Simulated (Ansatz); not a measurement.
**Work function of Li(110): what the settings cost and change**

Aim: the numerical settings behind the work function of Li(110), with the cost of each.

Calculated with Ansatz 0.2.0; plane-wave DFT, PBE, Ansatz PAW.

### 1. Set-up

The cell holds 7 atoms: 7 Li. Its edges and angles: a = 3.022 Å, b = 3.022 Å, c = 32.807 Å, α = 90.0°, β = 90.0°, γ = 70.5°. Vacuum lies along c.

### 2. Slab, setting cutoff 200 eV

A work function rests on the faint tail of the density, so the SCF threshold is tight. The cutoff is raised first; then mesh and smearing are varied at the default cutoff.

input.yaml reads:

```yaml
crystal:
  lattice:
    - [2.4678026663, -1.745, 0.0]
    - [2.4678026663, 1.745, 0.0]
    - [0.0, 0.0, 32.806815998]
  atoms:
    - { symbol: Li, position: [0.0, 0.0, 0.2743332361] }
    - { symbol: Li, position: [0.5, 0.5, 0.3495554908] }
    - { symbol: Li, position: [0.0, 0.0, 0.4247777454] }
    - { symbol: Li, position: [0.5, 0.5, 0.5] }
    - { symbol: Li, position: [0.0, 0.0, 0.5752222546] }
    - { symbol: Li, position: [0.5, 0.5, 0.6504445092] }
    - { symbol: Li, position: [0.0, 0.0, 0.7256667639] }
kpoints:
  mp_grid: { grid: [14, 14, 1] }
hamiltonian:
  xc: pbe
scf:
  occupations: { method: fermi_dirac, width: 0.1 }
  convergence: { dr2_threshold: 1.0e-09 }
efield:
  axis: 3
  dipole_correction: true
  ramp_position: 0.97
  ramp_width: 0.06
basis:
  ecutwfc: "200 eV"
output:
  write_potential: true
  write_density: true
  volumetric_format: npy
  elf: true
```

On the command line:

```bash
$ ansatz run input.yaml --threads 2 --pin off --max-ram 3072MiB --backend cpu --events-out ev --progress --plain --runs-dir out
```

Numbers of over 12 decimals in the logs are rounded to 6 here.

Output:

```text
Warning: basis.ecutwfc = 200 eV is below the records' recommended 420 eV, and the density's cutoff is lower with it unless basis.ecutrho_ratio is high enough to keep the records' density cutoff: compare with a run at a higher cutoff
Engine: ansatz 0.2.0, x86_64-unknown-linux-gnu
Pseudopotentials: kind: paw
Pseudopotential: Li, paw, valence charge 3, recommended cutoff 420 eV (normal), Li.paw.azcp
Functional definition: PBE
  parameter kappa = 0.804
  parameter beta = 0.066725
  exchange = pbe_x(kappa = kappa, mu = beta*pi^2/3)
  correlation = pbe_c(beta = beta)
Crystal: 7 atoms, lattice volume = 282.553 Å³
Basis set: ecut = 200 eV, 1851 PW (Γ)
Bands: 18, of which v1, the nominal top of the filled ones, is band 11 counted from 1 (10 counted from 0)
Symmetry: 4 space group operations
k-points: 57 of 196
Non-local potential: Li, projectors of the file, l = 0: 3, l = 1: 2, l = 2: 1
PAW form: soft (Blöchl's): semilocal exchange-correlation on the pseudo side does not see the compensation charge
PAW one-centre angular grid: Li, 110 points (default); XC on 64 Gauss nodes
Initial density: superposition of atomic densities (neutral atoms: chi_scale 0, normalization atom), corrected by the library's trained network
Initial wavefunctions: pseudopotential atomic-orbital guess
Functional: x = pbe(κ = 0.804, μ = 0.219515), c = pbe(β = 0.066725)
SCF iter   1: F=—  HF=-1430.508046 eV  |F-HF|=—  |Δ(HF+E_count)|=         —  Δρ=1.78e-3  dr2=3.26e-2  ethr=1.77e-3  p=0.000 e·Å  D=2.95e-14 V/Å  ΔV_dip=-0.00 eV  dr2_dipole=9.62e-9  V_vac-E_F(+/−)=3.20/3.20 eV  ⟨swp⟩=7.8  Hψ=6116  notcnv=0
efield: sawtooth ramp at fractional position 0.9700 (set: `efield.ramp_position`, or a place that a band, a saddle search or an elastic batch's reference lends), width 0.0600; the density the first Hamiltonian is built on has a dipole p = 0.000 e·Å; the dipole correction subtracts the counter field D = 2.95e-14 V/Å, which shifts the + side's vacuum level by -0.00 eV against the − side's; the planar-averaged density in the ramp window peaks in size at 2.1e-5 e/Å³
preconditioner: auto → LDOS  [metal: Δε(μ)=0.007 eV  Ē_g=3.675 eV  σ=0.100 eV  W_gap=0.02  n_scr=18 (ndim 8)  ℏωp=5.8 eV  f_vac=0.408  D(μ)=3.79/eV (n_scr^D=16)  β→1.0]
SCF iter   2: F=—  HF=-1430.464338 eV  |F-HF|=—  |Δ(HF+E_count)|=   4.37e-2  Δρ=8.04e-4  dr2=1.00e-3  ethr=1.55e-4  p=0.000 e·Å  D=2.17e-6 V/Å  ΔV_dip=-0.00 eV  dr2_dipole=1.48e-8  V_vac-E_F(+/−)=3.25/3.25 eV  ⟨swp⟩=2.0  Hψ=2219  notcnv=0
SCF iter   3: F=—  HF=-1430.462577 eV  |F-HF|=—  |Δ(HF+E_count)|=   1.76e-3  Δρ=4.01e-5  dr2=1.82e-5  ethr=4.78e-6  p=-0.000 e·Å  D=-5.78e-8 V/Å  ΔV_dip=0.00 eV  dr2_dipole=4.73e-14  V_vac-E_F(+/−)=3.26/3.26 eV  ⟨swp⟩=2.0  Hψ=1549  notcnv=0
SCF iter   4: F=—  HF=-1430.462577 eV  |F-HF|=—  |Δ(HF+E_count)|=   1.47e-7  Δρ=1.44e-5  dr2=2.84e-6  ethr=8.68e-8  p=0.000 e·Å  D=1.31e-7 V/Å  ΔV_dip=-0.00 eV  dr2_dipole=9.21e-13  V_vac-E_F(+/−)=3.26/3.26 eV  ⟨swp⟩=2.5  Hψ=1543  notcnv=0
SCF iter   5: F=—  HF=-1430.462578 eV  |F-HF|=—  |Δ(HF+E_count)|=   1.15e-6  Δρ=3.17e-6  dr2=2.07e-7  ethr=1.35e-8  p=-0.000 e·Å  D=-5.25e-8 V/Å  ΔV_dip=0.00 eV  dr2_dipole=1.53e-13  V_vac-E_F(+/−)=3.27/3.27 eV  ⟨swp⟩=1.8  Hψ=1162  notcnv=0
SCF iter   6: F=—  HF=-1430.462580 eV  |F-HF|=—  |Δ(HF+E_count)|=   1.06e-6  Δρ=9.43e-7  dr2=7.75e-9  ethr=9.86e-10  p=0.000 e·Å  D=1.55e-8 V/Å  ΔV_dip=-0.00 eV  dr2_dipole=1.64e-13  V_vac-E_F(+/−)=3.27/3.27 eV  ⟨swp⟩=1.8  Hψ=1189  notcnv=0
SCF iter   7: F=-1430.462580 eV  HF=-1430.462580 eV  |F-HF|=3.83e-10  |Δ(HF+E_count)|=   1.45e-8  Δρ=1.58e-7  dr2=4.16e-10  ethr=4.76e-12  p=-0.000 e·Å  D=-9.89e-10 V/Å  ΔV_dip=0.00 eV  dr2_dipole=1.26e-13  V_vac-E_F(+/−)=3.27/3.27 eV  ⟨swp⟩=5.5  Hψ=3356  notcnv=0
SCF 1 converged in 7 iterations: F = -1430.462580 eV  dr2 = 4.16e-10
  greatest PAW one-centre occupation: 0.996 electrons in one spin orbital (limit 2), on the Li atom at site 0 (counted from 0), in its partial waves of l = 0
WARN: The output density's exchange-correlation potential varies sharply where the density is thin. Do not read a vacuum level from v_tot or v_xc, or from such a field of the output density. On a cell that repeats whose density bears no net charge and no dipole along the vacuum's axis use v_es (v_loc + v_h of the components); under efield.dipole_correction with no amplitude use v_es + v_field, which holds any externa [...]
SCF converged after 7 iterations
Free energy (F): -1430.462580 eV
Harris-Foulkes:  -1430.462580 eV  (|F-HF|=3.83e-10)
Internal energy: -1430.339692 eV  (E = F + TS)
E sigma→0 (E₀):  -1430.401136 eV
Entropy (-TS):   -0.122887 eV (-17.555 meV/atom)
Fermi energy:    -0.990997 eV
Dipole field:    D = -0.000000 V/Å  (p = -0.000001 e·Å, saw-weighted, corrected)
Work function:   Φ+ = 3.2683 eV   Φ− = 3.2682 eV
Levels:          The Fermi level and band energies are counted from a zero that moves with the ramp; work functions are not
--- Per-component energies (eV) ---
  E_band       = -688.953745
  E_kinetic    = 148.711367
  E_local      = -6701.080052  (includes V_loc(G=0)·N_el)
  E_nonlocal   = -229.086104
  E_hartree    = 3140.238381
  E_xc         = -69.243783
  E_vxc        = -89.107653  (∫ρ·V_xc dr)
  E_paw        = -150.887604  (= ΣΔE_a)
  E_vpaw       = -98.901021  (= ΣTr[D̂ρ^β])
  E_aug_tail   = 0.033076  (compensation charges beyond the density's cutoff)
  E_efield     = 0.000000  (sawtooth field / dipole correction)
  E_vefield    = 0.000000  (∫n·V_field dr)
  E_ewald      = 2430.975027
  E_smearing   = -0.122887  (= −TS)
  E_closure    = -0.000000  (closes the sum)
  Σ components = -1430.462580   (vs F -1430.462580, Δ=0.00e0)
--- Band table (eV; the first three rows and the last of 57) ---
  k-point 0: bands = [... 7 lower, -4.4151, -4.2084, -3.8354, -3.2877, -2.5927, -1.8027, -1.0607, -0.7286, ... 3 higher]
  k-point 1: bands = [... 7 lower, -4.3433, -4.1360, -3.7629, -3.2157, -2.5195, -1.7239, -0.9753, -0.6358, ... 3 higher]
  k-point 2: bands = [... 7 lower, -4.1268, -3.9210, -3.5481, -3.0000, -2.3016, -1.4958, -0.7209, -0.3567, ... 3 higher]
  k-point 56: bands = [... 7 lower, -0.6579, -0.4089, 0.0434, 0.7086, 1.5618, 2.1738, 2.2866, 2.5027, ... 3 higher]
```

Run time: 8.1 s. Hardware: 2 threads of Intel Xeon 6975P-C (Granite Rapids), shared host; peak memory 0.42 GiB; 14 s of CPU time.

The column dr2 measures how far the density is from self-consistency, as an energy; F and HF (Harris–Foulkes) agree once it is small.

Numbers from this step:

```
energy at zero smearing   : -1430.4011 eV
work function, upper face : 3.268 eV
```

Running mean over 2.468 Å of the planar mean; the ramp of the sawtooth is left out. Electron's electrostatic potential energy less the Fermi level against z:

z (Å), electron's electrostatic potential energy less the Fermi level (eV) and a bar from the least value:
```
        4       3.26 ##############################
        5       3.25 ##############################
        6       3.14 #############################
        7       2.53 #########################
        8       0.11 #######
        9      -0.90 
       10      -0.70 #
       11      -0.63 ##
       12      -0.62 ##
       13      -0.60 ##
       14      -0.60 ##
       15      -0.61 ##
       16      -0.61 ##
       17      -0.61 ##
       18      -0.61 ##
       19      -0.60 ##
       20      -0.61 ##
       21      -0.63 ##
       22      -0.63 ##
       23      -0.74 #
       24      -0.88 
       25       0.66 ###########
       26       2.73 ##########################
       27       3.18 #############################
       28       3.25 ##############################
       29       3.26 ##############################
```

Valence density in the ca plane at fractional y = 0.000, with atoms of Li within 0.2 Å of it. It is the smooth field of the valence electrons, not physical close to the nuclei.

Ten steps, logarithmic in the rise over the least value, from '0' (0.0 e/Å³) to '9' (7.3 e/Å³), each cell a mean:
```
11687211111111137851111111111587300000000000
11232111111111112311111111111132100000000000
11111111111111111111111111111111000000000000
11111111111111111111111111111111000000000000
11111111111111111111111111111111000000000000
11111111111111111111111111111111000000000000
11465111111111125631111111111365200000000000
12798311111111148961111111111699400000000000
```
Columns run along c (16.0 Å, from fractional 0.39 to 0.88 of the cell), rows up along a (3.0 Å). Atoms in or near the plane, at fractional coordinates: Li at (0.42, 0.00), Li at (0.58, 0.00), Li at (0.73, 0.00).

ELF in the ca plane at fractional y = 0.000, with atoms of Li within 0.2 Å of it. It is the smooth field of the valence electrons, not physical close to the nuclei.

Values, 5 rows by 16 columns, each cell a mean:
```
0.23 0.49 0.35 0.58 0.57 0.23 0.46 0.39 0.58 0.52 0.24 0.45 0.11 0.09 0.01 0.00
0.41 0.19 0.54 0.53 0.57 0.39 0.20 0.56 0.53 0.54 0.42 0.25 0.36 0.13 0.01 0.00
0.57 0.44 0.61 0.50 0.58 0.56 0.44 0.62 0.49 0.56 0.64 0.57 0.52 0.15 0.01 0.00
0.30 0.09 0.48 0.54 0.57 0.28 0.10 0.51 0.54 0.53 0.27 0.10 0.26 0.11 0.01 0.00
0.26 0.75 0.31 0.61 0.57 0.29 0.70 0.35 0.62 0.52 0.31 0.68 0.08 0.09 0.01 0.00
```
Columns run along c (16.0 Å, from fractional 0.39 to 0.88 of the cell), rows up along a (3.0 Å). Atoms in or near the plane, at fractional coordinates: Li at (0.42, 0.00), Li at (0.58, 0.00), Li at (0.73, 0.00).

Electrostatic potential energy in the ca plane at fractional y = 0.000, with atoms of Li within 0.2 Å of it. With pseudopotentials it is smooth inside the atoms' cores, unlike the true potential.

Ten even steps from '0' (-28 eV) to '9' (2 eV), each cell a mean:
```
97201689999999850037999999997300589999999999
98656899999999986578999999998755789999999999
99888999999999998889999999999888899999999999
99999999999999999999999999999999999999999999
99999999999999999999999999999988999999999999
98877899999999987789999999999877899999999999
97413789999999862158999999998512689999999999
86100589999999840017999999997100479999999999
```
Columns run along c (16.0 Å, from fractional 0.39 to 0.88 of the cell; values clipped at the 3rd and 97th percentile), rows up along a (3.0 Å). Atoms in or near the plane, at fractional coordinates: Li at (0.42, 0.00), Li at (0.58, 0.00), Li at (0.73, 0.00).

The work function is 3.268 eV.

### 3. Run

input.yaml: that of step 2 with these lines changed.

```diff
@@ -26,3 +26,3 @@
 basis:
-  ecutwfc: "200 eV"
+  ecutwfc: "300 eV"
 output:
@@ -31,2 +31 @@
   volumetric_format: npy
-  elf: true
```

Output:

```text
[...]
Crystal: 7 atoms, lattice volume = 282.553 Å³
Basis set: ecut = 300 eV, 3311 PW (Γ)
Bands: 18, of which v1, the nominal top of the filled ones, is band 11 counted from 1 (10 counted from 0)
Symmetry: 4 space group operations
k-points: 57 of 196
[...]
k-point 1: bands = [... 7 lower, -4.3567, -4.1504, -3.7761, -3.2266, -2.5278, -1.7274, -0.9712, -0.6253, ... 3 higher]
  k-point 2: bands = [... 7 lower, -4.1425, -3.9363, -3.5615, -3.0107, -2.3083, -1.4980, -0.7169, -0.3462, ... 3 higher]
  k-point 56: bands = [... 7 lower, -0.6476, -0.3984, 0.0540, 0.7189, 1.5718, 2.1401, 2.2522, 2.4736, ... 3 higher]
[key lines of the parts left out:]
SCF converged after 7 iterations
Free energy (F): -1432.302116 eV
Fermi energy:    -0.990414 eV
Dipole field:    D = -0.000000 V/Å  (p = -0.000000 e·Å, saw-weighted, corrected)
Work function:   Φ+ = 3.2540 eV   Φ− = 3.2540 eV
```

Wall time 14 s (2 threads); peak memory 0.52 GiB.

The work function is 3.254 eV, -0.014 eV from the run “cutoff 200 eV”, at 1.7 times its CPU time.

### 4. Run

input.yaml: that of step 3 with these lines changed.

```diff
@@ -26,3 +26,3 @@
 basis:
-  ecutwfc: "300 eV"
+  ecutwfc: "420 eV"
 output:
```

Output:

```text
[...]
Crystal: 7 atoms, lattice volume = 282.553 Å³
Basis set: ecut = 420 eV, 5433 PW (Γ)
Bands: 18, of which v1, the nominal top of the filled ones, is band 11 counted from 1 (10 counted from 0)
Symmetry: 4 space group operations
k-points: 57 of 196
[...]
k-point 1: bands = [... 7 lower, -4.3569, -4.1506, -3.7761, -3.2265, -2.5276, -1.7272, -0.9710, -0.6249, ... 3 higher]
  k-point 2: bands = [... 7 lower, -4.1427, -3.9363, -3.5614, -3.0105, -2.3081, -1.4977, -0.7166, -0.3457, ... 3 higher]
  k-point 56: bands = [... 7 lower, -0.6471, -0.3980, 0.0544, 0.7192, 1.5722, 2.1398, 2.2518, 2.4734, ... 3 higher]
[key lines of the parts left out:]
SCF converged after 7 iterations
Free energy (F): -1432.326412 eV
Fermi energy:    -0.990130 eV
Dipole field:    D = -0.000000 V/Å  (p = -0.000000 e·Å, saw-weighted, corrected)
Work function:   Φ+ = 3.2536 eV   Φ− = 3.2536 eV
```

It took 22 s on 2 threads; peak memory 0.69 GiB.

The work function is 3.254 eV, -0.015 eV from the run “cutoff 200 eV”, at 2.4 times its CPU time.

### 5. Run

input.yaml: that of step 4 with these lines changed.

```diff
@@ -26,3 +26,3 @@
 basis:
-  ecutwfc: "420 eV"
+  ecutwfc: "600 eV"
 output:
```

Output:

```text
[...]
Crystal: 7 atoms, lattice volume = 282.553 Å³
Basis set: ecut = 600 eV, 9281 PW (Γ)
Bands: 18, of which v1, the nominal top of the filled ones, is band 11 counted from 1 (10 counted from 0)
Symmetry: 4 space group operations
k-points: 57 of 196
[...]
k-point 1: bands = [... 7 lower, -4.3570, -4.1507, -3.7761, -3.2265, -2.5276, -1.7272, -0.9710, -0.6250, ... 3 higher]
  k-point 2: bands = [... 7 lower, -4.1428, -3.9364, -3.5614, -3.0106, -2.3082, -1.4978, -0.7166, -0.3458, ... 3 higher]
  k-point 56: bands = [... 7 lower, -0.6472, -0.3980, 0.0544, 0.7192, 1.5722, 2.1398, 2.2518, 2.4734, ... 3 higher]
[key lines of the parts left out:]
SCF converged after 7 iterations
Free energy (F): -1432.327497 eV
Fermi energy:    -0.990168 eV
Dipole field:    D = -0.000000 V/Å  (p = -0.000001 e·Å, saw-weighted, corrected)
Work function:   Φ+ = 3.2537 eV   Φ− = 3.2537 eV
```

Elapsed: 36 s, on 2 threads; peak memory 0.95 GiB.

The work function is 3.254 eV, +0.000 eV from the run “cutoff 420 eV”, at 1.9 times its CPU time.

### 6. Run

input.yaml: that of step 5 with these lines changed.

```diff
@@ -14,3 +14,3 @@
 kpoints:
-  mp_grid: { grid: [14, 14, 1] }
+  mp_grid: { grid: [2, 2, 1] }
 hamiltonian:
@@ -25,4 +25,2 @@
   ramp_width: 0.06
-basis:
-  ecutwfc: "600 eV"
 output:
```

Output:

```text
[...]
Crystal: 7 atoms, lattice volume = 282.553 Å³
Basis set: ecut = 420 eV, 5433 PW (Γ)
Bands: 18, of which v1, the nominal top of the filled ones, is band 11 counted from 1 (10 counted from 0)
Symmetry: 4 space group operations
k-points: 3 of 4
[...]
Work function:   Φ+ = 3.9501 eV   Φ− = 3.9500 eV
[...]
--- Band table (eV) ---
  k-point 0: bands = [... 7 lower, -4.7898, -4.6002, -4.2506, -3.6775, -2.9142, -2.0824, -1.2801, -0.9766, ... 3 higher]
  k-point 1: bands = [... 7 lower, -1.3514, -1.3427, -1.2679, -1.2541, -1.1532, -1.1409, -1.0811, 1.6988, ... 3 higher]
  k-point 2: bands = [... 7 lower, -0.9937, -0.7573, -0.3284, 0.3497, 1.2533, 1.7611, 1.8549, 2.0489, ... 3 higher]
[key lines of the parts left out:]
SCF converged after 11 iterations
Free energy (F): -1430.172068 eV
Fermi energy:    -1.221799 eV
Dipole field:    D = -0.000001 V/Å  (p = -0.000002 e·Å, saw-weighted, corrected)
```

It took 3.5 s on 2 threads; peak memory 0.45 GiB.

The work function is 3.950 eV, +0.696 eV from the run “cutoff 420 eV”, at 0.086 times its CPU time.

### 7. Run

input.yaml: that of step 6 with these lines changed.

```diff
@@ -14,3 +14,3 @@
 kpoints:
-  mp_grid: { grid: [2, 2, 1] }
+  mp_grid: { grid: [5, 5, 1] }
 hamiltonian:
```

Output:

```text
[...]
Crystal: 7 atoms, lattice volume = 282.553 Å³
Basis set: ecut = 420 eV, 5433 PW (Γ)
Bands: 18, of which v1, the nominal top of the filled ones, is band 11 counted from 1 (10 counted from 0)
Symmetry: 4 space group operations
k-points: 9 of 25
[...]
k-point 1: bands = [... 7 lower, -3.9107, -3.7034, -3.3140, -2.7535, -2.0656, -1.2307, -0.4042, -0.0064, ... 3 higher]
  k-point 2: bands = [... 7 lower, -2.2386, -2.0550, -1.7132, -1.2320, -0.6929, -0.1442, 0.2327, 2.1128, ... 3 higher]
  k-point 8: bands = [... 7 lower, -0.2029, 0.0486, 0.5152, 1.1929, 1.6589, 1.7412, 1.8715, 2.0166, ... 3 higher]
[key lines of the parts left out:]
SCF converged after 7 iterations
Free energy (F): -1432.406260 eV
Fermi energy:    -1.024221 eV
Dipole field:    D = -0.000001 V/Å  (p = -0.000002 e·Å, saw-weighted, corrected)
Work function:   Φ+ = 3.3244 eV   Φ− = 3.3243 eV
```

It took 5.6 s on 2 threads; peak memory 0.45 GiB.

The work function is 3.324 eV, +0.071 eV from the run “cutoff 420 eV”, at 0.21 times its CPU time.

### 8. Slab

input.yaml: that of step 7 with these lines changed.

```diff
@@ -14,3 +14,3 @@
 kpoints:
-  mp_grid: { grid: [5, 5, 1] }
+  mp_grid: { grid: [9, 9, 1] }
 hamiltonian:
```

Output:

```text
[...]
Crystal: 7 atoms, lattice volume = 282.553 Å³
Basis set: ecut = 420 eV, 5433 PW (Γ)
Bands: 18, of which v1, the nominal top of the filled ones, is band 11 counted from 1 (10 counted from 0)
Symmetry: 4 space group operations
k-points: 25 of 81
[...]
k-point 1: bands = [... 7 lower, -4.2621, -4.0521, -3.6740, -3.1274, -2.4257, -1.6197, -0.8472, -0.4934, ... 3 higher]
  k-point 2: bands = [... 7 lower, -3.7436, -3.5343, -3.1571, -2.6106, -1.9046, -1.0803, -0.2482, 0.1814, ... 3 higher]
  k-point 24: bands = [... 7 lower, -0.5026, -0.2497, 0.2057, 0.8657, 1.7215, 2.1433, 2.2247, 2.3856, ... 3 higher]
[key lines of the parts left out:]
SCF converged after 7 iterations
Free energy (F): -1432.341150 eV
Fermi energy:    -0.992971 eV
Dipole field:    D = 0.000000 V/Å  (p = 0.000000 e·Å, saw-weighted, corrected)
Work function:   Φ+ = 3.2590 eV   Φ− = 3.2590 eV
```

Run time: 11 s. Hardware: 2 threads; peak memory 0.51 GiB; 18 s of CPU time.

The work function is 3.259 eV, +0.005 eV from the run “cutoff 420 eV”, at 0.54 times its CPU time.

### 9. Run

input.yaml: that of step 8 with these lines changed.

```diff
@@ -14,3 +14,3 @@
 kpoints:
-  mp_grid: { grid: [9, 9, 1] }
+  mp_grid: { grid: [21, 21, 1] }
 hamiltonian:
```

Output:

```text
[...]
Crystal: 7 atoms, lattice volume = 282.553 Å³
Basis set: ecut = 420 eV, 5433 PW (Γ)
Bands: 18, of which v1, the nominal top of the filled ones, is band 11 counted from 1 (10 counted from 0)
Symmetry: 4 space group operations
k-points: 121 of 441
[...]
k-point 1: bands = [... 7 lower, -4.4008, -4.1935, -3.8159, -3.2685, -2.5708, -1.7712, -1.0173, -0.6774, ... 3 higher]
  k-point 2: bands = [... 7 lower, -4.3056, -4.0983, -3.7203, -3.1722, -2.4727, -1.6684, -0.9035, -0.5533, ... 3 higher]
  k-point 120: bands = [... 7 lower, -0.6234, -0.3731, 0.0825, 0.7451, 1.5986, 2.1376, 2.2447, 2.4590, ... 3 higher]
[key lines of the parts left out:]
SCF converged after 6 iterations
Free energy (F): -1432.328742 eV
Fermi energy:    -0.987172 eV
Dipole field:    D = 0.000001 V/Å  (p = 0.000002 e·Å, saw-weighted, corrected)
Work function:   Φ+ = 3.2531 eV   Φ− = 3.2531 eV
```

It took 44 s on 2 threads; peak memory 1 GiB.

The work function is 3.253 eV, -0.001 eV from the run “cutoff 420 eV”, at 2.4 times its CPU time.

(Continued in part 2 of 2.)

[Logs are printed without paths, hosts, clocks, repeated set-up lines and the standing remarks that a program may print on its own settings, such as how far it seeks lower states.]

[Hosts, paths, dates, database ids (printed as entryN), source tags and the programs' standing remarks are cut or masked in the printed files.]

[Maps of the electrostatic potential energy from Ansatz leave out the sawtooth potential of an applied field or a dipole correction, so their vacuum need not be flat; planar profiles and work functions include it.]
